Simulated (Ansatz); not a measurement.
# CH3 on Ti(0001), fcc start, 2x2 cell: work function, bands and core levels, part 4 of 4

Aim: how the adsorbate changes the work function, the valence spectrum and the core levels in CH3 on Ti(0001), fcc start, 2x2 cell.

Ansatz 0.2.0; DFT, PBE, plane-wave PAW, default files, scalar-relativistic.

So far, work function, upper face (eV): step 2 (the clean face) 4.41; step 3 (relaxation) 3.65; step 4 (layer-resolved bands, DOS and potential) 3.65.

### 5. Core holes

Core levels are what XPS measures. Each chosen atom gets a core hole in a self-consistent pass of its own.

input.yaml reads:

```yaml
crystal:
  lattice:
    - [5.88, 0.0, 0.0]
    - [2.94, 5.0922293743, 0.0]
    - [0.0, 0.0, 23.585]
  atoms:
    - { symbol: H, position: [0.3657608283, 0.0714099789, 0.7032881152] }
    - { symbol: H, position: [1.0637891173, 0.3648304675, 0.7033600787] }
    - { symbol: H, position: [0.0723553405, 1.0628270517, 0.7033793902] }
    - { symbol: C_h, position: [0.1671467645, 0.166397303, 0.6830657761] }
    - { symbol: Ti, position: [-0.0019778204, -0.0024852849, 0.6131121878] }
    - { symbol: Ti_h, position: [0.5047714119, -0.0025010278, 0.613105572] }
    - { symbol: Ti, position: [-0.0021767134, 0.504191237, 0.6131018571] }
    - { symbol: Ti_h, position: [0.5004116467, 0.4996245746, 0.6084099524] }
    - { symbol: Ti, position: [0.838763448, 0.3305379791, 0.5188226664] }
    - { symbol: Ti, position: [0.3310655934, 0.3304034987, 0.5188506422] }
    - { symbol: Ti, position: [0.8335900488, 0.8330352233, 0.5185446648] }
    - { symbol: Ti, position: [0.3308535656, 0.8381834615, 0.5188492538] }
    - { symbol: Ti_h, position: [0.0, 0.0, 0.416578334] }
    - { symbol: Ti, position: [0.5, 0.0, 0.416578334] }
    - { symbol: Ti, position: [0.0, 0.5, 0.416578334] }
    - { symbol: Ti, position: [0.5, 0.5, 0.416578334] }
    - { symbol: Ti, position: [0.833333333, 0.333333333, 0.317998728] }
    - { symbol: Ti, position: [0.333333333, 0.333333333, 0.317998728] }
    - { symbol: Ti, position: [0.833333333, 0.833333333, 0.317998728] }
    - { symbol: Ti, position: [0.333333333, 0.833333333, 0.317998728] }
kpoints:
  mp_grid: { grid: [6, 6, 1] }
scf:
  occupations: { method: fermi_dirac, width: 0.05 }
  n_extra_bands: 16
hamiltonian:
  xc: pbe
  pseudopotentials: { kind: paw }
output:
  forces: true
  write_potential: true
  volumetric_format: []
  core_levels:
    shells: { C_h: "1s", Ti_h: "2p" }
    counted_from: fermi_level
    add_spin: always
efield:
  axis: 3
  dipole_correction: true
```

On the command line:

```sh
ansatz run input.yaml --threads 8 --pin off --max-ram 20480MiB --backend cpu --events-out ev --progress --plain --runs-dir out
```

Numbers of over 12 decimals in the logs are rounded to 6 here.

The program printed:

```text
scf.n_extra_bands = 16 over 100 filled bands (N_el = 199.0): the run solves 116 bands
Engine: ansatz 0.2.0, aarch64-unknown-linux-gnu
Pseudopotentials: kind: paw
Pseudopotential: H, paw, valence charge 1, recommended cutoff 420 eV (normal), H.paw.azcp
Pseudopotential: C, paw, valence charge 4, recommended cutoff 420 eV (normal), C.paw.azcp
Pseudopotential: Ti, paw, valence charge 12, recommended cutoff 420 eV (normal), Ti.paw.azcp
Functional definition: PBE
  parameter kappa = 0.804
  parameter beta = 0.066725
  exchange = pbe_x(kappa = kappa, mu = beta*pi^2/3)
  correlation = pbe_c(beta = beta)
Crystal: 20 atoms, lattice volume = 706.189 Å³
Basis set: ecut = 420 eV, 13699 PW (Γ), exchange–correlation on 80×80×320 points (8 copies of the dense FFT grid, shifted against one another)
Bands: 116, of which v1, the nominal top of the filled ones, is band 100 counted from 1 (99 counted from 0)
Symmetry: 1 space group operations
Space group: P1 (ITA 1), of the structure as read, at distance tolerance 8.9e-5 Å
k-points: 20 of 36 (time reversal used)
Non-local potential: H, projectors of the file, l = 0: 2, l = 1: 1
Non-local potential: C, projectors of the file, l = 0: 2, l = 1: 2, l = 2: 1
Non-local potential: Ti, projectors of the file, l = 0: 3, l = 1: 2, l = 2: 3, l = 3: 1
PAW form: soft (Blöchl's): semilocal exchange-correlation on the pseudo side does not see the compensation charge
PAW one-centre angular grid: H, 110 points (default); XC on 64 Gauss nodes
PAW one-centre angular grid: C, 110 points (default); XC on 64 Gauss nodes
PAW one-centre angular grid: Ti, 590 points (default); XC on 64 Gauss nodes
Initial density: superposition of atomic densities (neutral atoms: chi_scale 0, normalization atom), corrected by the library's trained network
Initial wavefunctions: pseudopotential atomic-orbital guess
Functional: x = pbe(κ = 0.804, μ = 0.219515), c = pbe(β = 0.066725)
SCF iter   1: F=—  HF=-40287.506615 eV  |F-HF|=—  |Δ(HF+E_count)|=         —  Δρ=1.24e-2  dr2=2.08e1  ethr=1.77e-3  p=0.167 e·Å  D=4.29e-2 V/Å  ΔV_dip=-1.01 eV  dr2_dipole=1.10e1  V_vac-E_F(+/−)=3.20/4.21 eV  ⟨swp⟩=9.3  Hψ=11024  notcnv=0
efield: sawtooth ramp at fractional position 0.9607 (placed from the atoms, in the widest stretch of the axis that holds none; the zero of the levels goes with the place), width 0.1000; the density the first Hamiltonian is built on has a dipole p = 0.167 e·Å; the dipole correction subtracts the counter field D = 4.29e-2 V/Å, which shifts the + side's vacuum level by -1.01 eV against the − side's; the planar-averaged density in the ramp window peaks in size at 1.7e-4 e/Å³
[...]
Σ components = -40287.318310   (vs F -40287.318310, Δ=0.00e0)
--- Forces (eV/Å), atoms counted from 1 ---
  atom   1  H       -0.01340666    -0.00078438     0.00273582
  atom   2  H        0.00679054    -0.01118336     0.00185337
  atom   3  H        0.00433371     0.01151748     0.00279977
  atom   4  C_h      0.00024055     0.00014494     0.00080810
  atom   5  Ti       0.00340525     0.00073010    -0.00488447
  atom   6  Ti_h    -0.00315756     0.00363006    -0.00508119
  atom   7  Ti       0.00075115    -0.00402383    -0.00425179
  atom   8  Ti_h    -0.00024473     0.00126915     0.00288350
  atom   9  Ti       0.00156944    -0.00330433     0.00030591
  atom  10  Ti      -0.00425944     0.00011103    -0.00008443
  atom  11  Ti       0.00049042     0.00073421    -0.00055109
[...]
atom  13  Ti_h     0.02961892     0.01747301    -0.56461614
[...]
atom  17  Ti      -0.01333364     0.00722826     0.58803036
  atom  18  Ti       0.01322228     0.00758004     0.58848249
  atom  19  Ti       0.00004282    -0.00025860     0.56424964
  atom  20  Ti       0.00036331    -0.01549647     0.58844953
  max |Σ_I F_I| component: 7.37e-6 eV/Å
--- Band table (eV; the first three rows and the last of 20) ---
  k-point 0: bands = [... 96 lower, 3.1817, 3.4008, 3.5535, 3.5539, 3.6122, 3.6453, 3.8580, 3.8583, ... 12 higher]
  k-point 1: bands = [... 96 lower, 3.1907, 3.3393, 3.4293, 3.4357, 3.4474, 3.5266, 3.7069, 3.7335, ... 12 higher]
  k-point 2: bands = [... 96 lower, 3.0667, 3.1054, 3.1571, 3.1893, 3.2061, 3.3285, 3.4080, 3.4359, ... 12 higher]
  k-point 19: bands = [... 96 lower, 2.8526, 2.8631, 2.8997, 2.9489, 3.0572, 3.1270, 3.2155, 3.3201, ... 12 higher]
--- Core levels from the Fermi level (as output.core_levels.counted_from types it; a hole's nearest image at 5.9 Å) ---
  the holes have spin, as output.core_levels.add_spin types it
  atom         alike  shell      binding/eV   shift/eV difference/eV images/eV   SCF
  C_h 3            1     1s               –          –             –         –     –
  Ti_h 5           1     2p               –          –             –         –     –
  Ti_h 7           1     2p               –          –             –         –     –
  Ti_h 12          1     2p               –          –             –         –     –
  the dataset of C_h with a 1s hole: scattering error 0.003 eV (0.001 eV in the local channel); free atom: scalar-relativistic, large and small components
  the dataset of Ti_h with a 2p hole: scattering error 0.003 eV; free atom: scalar-relativistic, large and small components
  the two lines of Ti_h's 2p: 2p1/2 +3.743 eV and 2p3/2 -1.871 eV off its levels, 1 : 2 in strength
  Ti_h 5 2p: not solved: the run was stopped or passed its maximum of memory
  Ti_h 7 2p: not solved: the run was stopped or passed its maximum of memory
  Ti_h 12 2p: not solved: the run was stopped or passed its maximum of memory
Error: SIGTERM received: cancelled by the caller after 7 completed SCF iterations, in an analysis behind the self-consistent cycle: that cycle's result was reported, and what else the deck asks for behind it is given out only as far as it was finished by then, or is formed of that: a new run makes the rest, from the state that this one saved, where it saved one
[key lines of the parts left out:]
SCF converged after 10 iterations
Free energy (F): -40287.318310 eV
Fermi energy:    3.159442 eV
Dipole field:    D = 0.034962 V/Å  (p = 0.136445 e·Å, saw-weighted, corrected)
Work function:   Φ+ = 3.6464 eV   Φ− = 4.4708 eV
```

Elapsed: 46 min, on 8 threads of Arm Neoverse V1, shared host; peak memory 7.6 GiB.

The run was cut off at the time limit after its SCF loop had closed; no result of it is taken.

The program's message: “Error: SIGTERM received: cancelled by the caller after 7 completed SCF iterations, in an analysis behind the self-consistent cycle: that cycle's result was reported, and what else the deck asks for be …”

### 6. Other settings

This step: DFT, PBE, plane-wave PAW, default files, scalar-relativistic; changed: hamiltonian.hubbard = {"sites": [{"species": "Ti", "l": "d", "u_eff": 4.0}], "double_counting": "amf"}, crystal.symmetry = {"detect": false} (Ansatz 0.2.0).

Some settings are changed to see whether the read-outs move.

input.yaml reads:

```yaml
crystal:
  lattice:
    - [5.88, 0.0, 0.0]
    - [2.94, 5.0922293743, 0.0]
    - [0.0, 0.0, 23.585]
  atoms:
    - { symbol: H, position: [0.3657608283, 0.0714099789, 0.7032881152] }
    - { symbol: H, position: [1.0637891173, 0.3648304675, 0.7033600787] }
    - { symbol: H, position: [0.0723553405, 1.0628270517, 0.7033793902] }
    - { symbol: C, position: [0.1671467645, 0.166397303, 0.6830657761] }
    - { symbol: Ti, position: [-0.0019778204, -0.0024852849, 0.6131121878] }
    - { symbol: Ti, position: [0.5047714119, -0.0025010278, 0.613105572] }
    - { symbol: Ti, position: [-0.0021767134, 0.504191237, 0.6131018571] }
    - { symbol: Ti, position: [0.5004116467, 0.4996245746, 0.6084099524] }
    - { symbol: Ti, position: [0.838763448, 0.3305379791, 0.5188226664] }
    - { symbol: Ti, position: [0.3310655934, 0.3304034987, 0.5188506422] }
    - { symbol: Ti, position: [0.8335900488, 0.8330352233, 0.5185446648] }
    - { symbol: Ti, position: [0.3308535656, 0.8381834615, 0.5188492538] }
    - { symbol: Ti, position: [0.0, 0.0, 0.416578334] }
    - { symbol: Ti, position: [0.5, 0.0, 0.416578334] }
    - { symbol: Ti, position: [0.0, 0.5, 0.416578334] }
    - { symbol: Ti, position: [0.5, 0.5, 0.416578334] }
    - { symbol: Ti, position: [0.833333333, 0.333333333, 0.317998728] }
    - { symbol: Ti, position: [0.333333333, 0.333333333, 0.317998728] }
    - { symbol: Ti, position: [0.833333333, 0.833333333, 0.317998728] }
    - { symbol: Ti, position: [0.333333333, 0.833333333, 0.317998728] }
  symmetry: { detect: false }
kpoints:
  mp_grid: { grid: [6, 6, 1] }
scf:
  occupations: { method: fermi_dirac, width: 0.05 }
  n_extra_bands: 20
hamiltonian:
  xc: pbe
  pseudopotentials: { kind: paw }
  hubbard: { sites: [{ species: Ti, l: d, u_eff: 4.0 }], double_counting: amf }
output:
  forces: true
  write_potential: true
  volumetric_format: []
  dos:
    projected:
      site_lists:
        adsorbate: [0, 1, 2, 3]
        layer_1: [4, 5, 6, 7]
        layer_2: [8, 9, 10, 11]
        layer_3: [12, 13, 14, 15]
        other_layers: [16, 17, 18, 19]
    de: 0.05
    e_range: [-30, 12]
    method: { smearing: { sigma: 0.15, scheme: gaussian } }
efield:
  axis: 3
  dipole_correction: true
```

The program printed:

```text
H: projections on atomic orbitals take those of the free atom 1s1, of charge +0.00 (hamiltonian.pseudopotentials.projection_atoms); the dataset's partial waves leave at most 1.2e-11 of an orbital's norm unspanned inside its sphere
C: projections on atomic orbitals take those of the free atom [He] 2s2 2p2, of charge +0.00 (hamiltonian.pseudopotentials.projection_atoms); the dataset's partial waves leave at most 3.7e-9 of an orbital's norm unspanned inside its sphere
Ti: projections on atomic orbitals take those of the free atom [Ne] 3s2 3p6 3d2 4s2, of charge +0.00 (hamiltonian.pseudopotentials.projection_atoms); the dataset's partial waves leave at most 4.1e-7 of an orbital's norm unspanned inside its sphere
[...]
Crystal: 20 atoms, lattice volume = 706.189 Å³
Basis set: ecut = 420 eV, 13699 PW (Γ), exchange–correlation on 80×80×320 points (8 copies of the dense FFT grid, shifted against one another)
Bands: 120, of which v1, the nominal top of the filled ones, is band 100 counted from 1 (99 counted from 0)
Symmetry: 1 space group operations
k-points: 20 of 36 (time reversal used)
[...]
SCF iter   1: F=—  HF=-40302.034734 eV  |F-HF|=—  |Δ(HF+E_count)|=         —  Δρ=6.16e-2  dr2=2.62e2  ethr=3.10e-3  p=0.000 e·Å  D=4.97e-7 V/Å  ΔV_dip=-0.00 eV  dr2_dipole=1.15e1  V_vac-E_F(+/−)=7.94/7.94 eV  ⟨swp⟩=8.4  Hψ=11351  notcnv=0
[...]
SCF iter  35: F=-40288.292374 eV  HF=-40288.292374 eV  |F-HF|=4.57e-8  |Δ(HF+E_count)|=   1.12e-7  Δρ=3.26e-6  dr2=9.79e-8  ethr=5.03e-11  p=0.118 e·Å  D=3.03e-2 V/Å  ΔV_dip=-0.72 eV  dr2_dipole=1.00e-8  V_vac-E_F(+/−)=3.46/4.18 eV  ⟨swp⟩=9.7  Hψ=17207  notcnv=0
[...]
SCF 1 converged in 35 iterations: F = -40288.292374 eV  dr2 = 9.79e-8
[...]
SCF converged after 35 iterations
Free energy (F): -40288.292374 eV
[...]
Internal energy: -40288.119016 eV  (E = F + TS)
E sigma→0 (E₀):  -40288.205695 eV
Entropy (-TS):   -0.173357 eV (-8.668 meV/atom)
Fermi energy:    3.277597 eV
Dipole field:    D = 0.030252 V/Å  (p = 0.118064 e·Å, saw-weighted, corrected)
Work function:   Φ+ = 3.4649 eV   Φ− = 4.1782 eV
[...]
DFT+U double counting: amf (around mean field; hamiltonian.hubbard.double_counting)
--- Forces (eV/Å), atoms counted from 1 ---
  atom   1  H     -0.05521024     0.02865335     0.03916593
  atom   2  H      0.00259326    -0.06209732     0.03800466
  atom   3  H      0.05101640     0.03315290     0.03847566
  atom   4  C      0.00015803     0.00020989     0.04634090
  atom   5  Ti    -0.02104970    -0.01512902     0.00200966
  atom   6  Ti     0.02069712    -0.01129946     0.00312171
  atom   7  Ti     0.00311124     0.02480244     0.00272703
  atom   8  Ti    -0.00223821     0.00204268     0.34929116
  atom   9  Ti    -0.06675840     0.04150809    -0.07607332
  atom  10  Ti     0.06793214     0.03720781    -0.07567283
  atom  11  Ti    -0.00003355     0.00103267     0.04465795
  atom  12  Ti    -0.00207311    -0.07678360    -0.07548620
  atom  13  Ti     0.04441541     0.02537084    -0.41374677
  atom  14  Ti    -0.04542554     0.02346069    -0.41393920
  atom  15  Ti     0.00279126    -0.05179559    -0.41400278
  atom  16  Ti    -0.00001436    -0.00040537    -0.36965115
  atom  17  Ti    -0.03346418     0.01796342     0.31276891
  atom  18  Ti     0.03200069     0.01984053     0.31340510
  atom  19  Ti     0.00006613     0.00007932     0.33522852
  atom  20  Ti     0.00146913    -0.03781925     0.31351661
  max |Σ_I F_I| component: 1.42e-4 eV/Å
--- Band table (eV; the first three rows and the last of 20) ---
  k-point 0: bands = [... 96 lower, 3.4058, 3.6919, 3.7536, 3.7655, 3.7664, 3.7935, 3.7942, 3.8869, ... 16 higher]
  k-point 1: bands = [... 96 lower, 3.4014, 3.5812, 3.6503, 3.6618, 3.6726, 3.7705, 3.8205, 3.8630, ... 16 higher]
  k-point 2: bands = [... 96 lower, 3.1593, 3.2250, 3.3281, 3.3301, 3.3552, 3.4271, 3.5135, 3.6512, ... 16 higher]
  k-point 19: bands = [... 96 lower, 2.8076, 2.9025, 2.9141, 3.0489, 3.0770, 3.2057, 3.2981, 3.5187, ... 16 higher]
Occupation matrices written to <dir>
```

It took 2.7 min on 8 threads; peak memory 4.5 GiB; 21 min of CPU time.

Numbers from this step:

| Quantity | Value |
| --- | --- |
| free energy | -40288.2924 eV |
| energy at zero smearing | -40288.2057 eV |
| smearing term TS | 0.1734 eV |
| Fermi energy | 3.278 eV |
| share of occupied states in no projected shell | 0.0312 of the occupied states in the window |
| DOS at the Fermi level | 21.47 states/eV/cell |
| work function, upper face | 3.464 eV |
| work function, lower face | 4.179 eV |

The DOS has structure finer than the step of the table below, so its rows give means over 0.5 eV, whole bins alone (the curve runs from -15.9 to 0.725 eV). Peaks (eV: height): total -13.97: 6.68, -6.97: 13.1, -0.68: 32.1, 0.62: 45.5; Ti 3d -0.68: 27.5, 0.62: 41.4; Ti 4s -3.67: 3.47, -2.77: 6.42, -2.27: 5.91, -1.77: 4.12; Ti 4p* -0.68: 1.89, 0.62: 2.11; C 2p -6.97: 7.35, -4.47: 1.46.

* holds the states left over by the projection beside any projected weight of its own. Table of DOS by E, zero at the Fermi level; means over each step; values in states/eV/cell:

```tsv
E (eV)	total	Ti 3d	Ti 4s	Ti 4p*	C 2p	H 1s	C 2s
-15.0	0	0	0	0	0	0	0
-14.5	0.0225	5.3e-4	7.6e-4	1.0e-4	3.8e-4	0.00859	0.0117
-14.0	3.68	0.0866	0.123	0.0165	0.0625	1.41	1.92
-13.5	0.293	0.00691	0.00980	0.00132	0.00498	0.112	0.153
-13.0	0	0	0	0	0	0	0
-12.5	0	0	0	0	0	0	0
-12.0	0	0	0	0	0	0	0
-11.5	0	0	0	0	0	0	0
-11.0	0	0	0	0	0	0	0
-10.5	0	0	0	0	0	0	0
-10.0	0	0	0	0	0	0	0
-9.5	0	0	0	0	0	0	0
-9.0	0	0	0	0	0	0	0
-8.5	0	0	0	0	0	0	0
-8.0	0	0	0	0	0	0	0
-7.5	0.276	0.00959	0.0101	0.00495	0.153	0.0980	3.6e-6
-7.0	7.56	0.276	0.227	0.128	4.22	2.70	7.8e-5
-6.5	0.167	0.00635	0.00405	0.00269	0.0938	0.0600	0
-6.0	0.0687	3.2e-4	0.0651	6.5e-4	0.00211	4.8e-4	0
-5.5	0.888	0.00652	0.829	0.0110	0.0341	0.00726	5.0e-5
-5.0	1.73	0.0565	1.42	0.0310	0.196	0.0258	0.00301
-4.5	3.87	0.312	2.23	0.0785	1.11	0.101	0.0391
-4.0	3.25	0.433	1.94	0.0755	0.703	0.0495	0.0487
-3.5	4.17	0.673	3.11	0.116	0.228	0.0206	0.0264
-3.0	5.79	1.82	3.66	0.155	0.108	0.0157	0.0240
-2.5	10.5	5.84	4.36	0.219	0.0753	0.0213	0.0228
-2.0	16.8	12.2	4.17	0.358	0.0643	0.0279	0.0208
-1.5	22.5	19.5	2.28	0.679	0.0724	0.0235	0.0166
-1.0	23.4	20.7	1.51	1.12	0.0736	0.0223	0.0128
-0.5	26.7	22.8	2.10	1.66	0.105	0.0632	0.0298
0.0	21.4	17.9	1.43	1.83	0.0591	0.107	0.0207
```

This run's widths, added to any smearing of the DOS itself: Gaussian 0.35 eV, Lorentzian 0.1 eV. Table of intensity by binding energy, zero at the Fermi level; values in % of the maximum within 13 eV:

```tsv
binding energy (eV)	21.2 eV	60 eV	1253.6 eV	1486.7 eV	8047.8 eV
-1	0.737	1.01	1.08	1.11	0.724
0	27.7	39.4	38.6	38.7	19.9
1	59.1	79.2	81.8	81.3	38.8
2	37.6	50.7	78.4	86.3	88.7
3	9.19	11.0	41.3	50.5	77.8
4	14.4	12.0	22.3	27.6	44.2
5	5.26	3.93	15.2	19.2	32.2
6	1.37	0.867	1.61	2.00	3.20
7	97.2	51.3	6.81	7.26	5.94
8	1.14	0.661	0.248	0.278	0.303
9	0.293	0.203	0.146	0.164	0.175
10	0.145	0.124	0.119	0.132	0.128
11	0.0904	0.105	0.121	0.134	0.111
12	-	0.134	0.181	0.198	0.126
13	-	0.440	0.664	0.723	0.347
14	-	30.6	47.6	51.7	22.6
15	-	0.316	0.480	0.523	0.250
```

Maxima picked by a test of local sharpness, so broad peaks and shoulders can be missing; peaks within 0.45 eV of a curve's cut are left out. Valence peaks, by row:

```tsv
photon energy (eV)	binding energy (eV)	height (% of the maximum within 13 eV)	main shell	its share (%)
21.2	7	100	C 2p	62.98
21.2	4.4	21.27	C 2p	81.95
21.2	1.35	58.83	Ti 3d	96.49
21.2	0.65	71.95	Ti 3d	95.57
60	13.95	33.05	C 2s	80.71
60	7	52.76	C 2p	77.72
60	4.4	16.13	C 2p	70.36
60	1.4	79.81	Ti 3d	97.97
60	0.65	100	Ti 3d	97.71
1254	13.95	51.34	C 2s	95.22
1254	7	6.998	Ti 4s	43.14
1254	4.45	25.37	Ti 4s	86.77
1254	3.5	31.84	Ti 4s	87.75
1254	1.65	86.97	Ti 3d	64.39
1254	0.65	100	Ti 3d	75.49
1487	13.95	55.77	C 2s	94.94
1487	7	7.46	Ti 4s	50.82
1487	4.5	31.49	Ti 4s	90.24
1487	3.5	39.76	Ti 4s	90.61
1487	1.7	91.27	Ti 3d	54.21
1487	0.65	100	Ti 3d	69.25
8048	13.95	24.37	C 2s	87.11
8048	7	6.098	Ti 4s	93.77
8048	4.5	49.66	Ti 4s	98.82
8048	3.5	65.35	Ti 4s	99.18
8048	2.75	99.87	Ti 4s	98.97
8048	2.25	100	Ti 4s	98.12
8048	0.65	51.1	Ti 4s	89.95
```

Spectra as before, but with a recipe of its own (widths, and in some runs the light), which changes peak heights and what is resolved: Gaussian 0.35 eV, Lorentzian 0.1 eV plus 0 times the binding energy, linear light, analyser at 10°, emission 60° from the normal, Fermi edge at 300 K; some photon energies differ too.

The two runs compared:

```tsv
quantity	this run	base run	difference
work function, upper face (eV)	3.4641	3.6461	-0.182
work function, lower face (eV)	4.1788	4.4711	-0.292
DOS at the Fermi level (states/eV/cell)	21.472	32.333	-10.9
```

The two runs differ clearly in the work function, lower face: 4.18 eV against 4.47 eV.

The work function move by 0.29 eV at most against the base run.

### 7. What came out

* work function: 3.65 eV (other face 4.47 eV)
* change from the clean face: -0.76 eV
* Ti 3d centre of the filled part above −10 eV, from the plotted curve, layer 1: -1.16 eV
* Ti 3d centre of the filled part above −10 eV, from the plotted curve, layer 3: -1.22 eV

The Fermi level of CH3 on Ti(0001), fcc start, 2x2 cell lies 3.65 eV (other face 4.47 eV) below the vacuum, a change of -0.76 eV from the clean face. Only the strongest levels a point were stored, too few to count surface states. After relaxation C4 stands 1.68 Å above the top layer, bonded to 3 Ti atoms at 2.38 Å. The bare lower face differs from the lower face of the clean 1×1 slab by 0.01 eV, a measure of the error from mesh and slab. A full set of core levels wasn't obtained: the run with holes didn't end in its time. At 21.2 eV the valence spectrum has its highest listed peaks within 10.8 eV at 0.7 eV (Ti 3d), 1.6 eV (Ti 3d) and 6.8 eV (C 2p). At 1486.7 eV the valence spectrum has its highest listed peaks within 13 eV at 0.7 eV (Ti 3d) and 1.8 eV (Ti 3d). The shell named is the one with most of the intensity, cross sections included, not always the one with most states there. In the main run, from 1486.7 eV towards hard X-rays the Ti 4s share grows by 53 points, as its cross section falls more slowly with photon energy than those of the shells it gains on. The slab's own atoms span 7.0 Å, so bulk bands appear as a few quantum-well levels, and states of the two faces can mix. The program warns of density or levels in the vacuum in some of these runs, so vacuum levels and energy differences can be a little off.

[Logs are printed without paths, hosts, clocks, repeated set-up lines and the standing remarks that a program may print on its own settings, such as how far it seeks lower states.]

[Hosts, paths, dates, database ids (printed as entryN), source tags and the programs' standing remarks are cut or masked in the printed files.]

[Maps of the electrostatic potential energy from Ansatz leave out the sawtooth potential of an applied field or a dipole correction, so their vacuum need not be flat; work functions include it.]
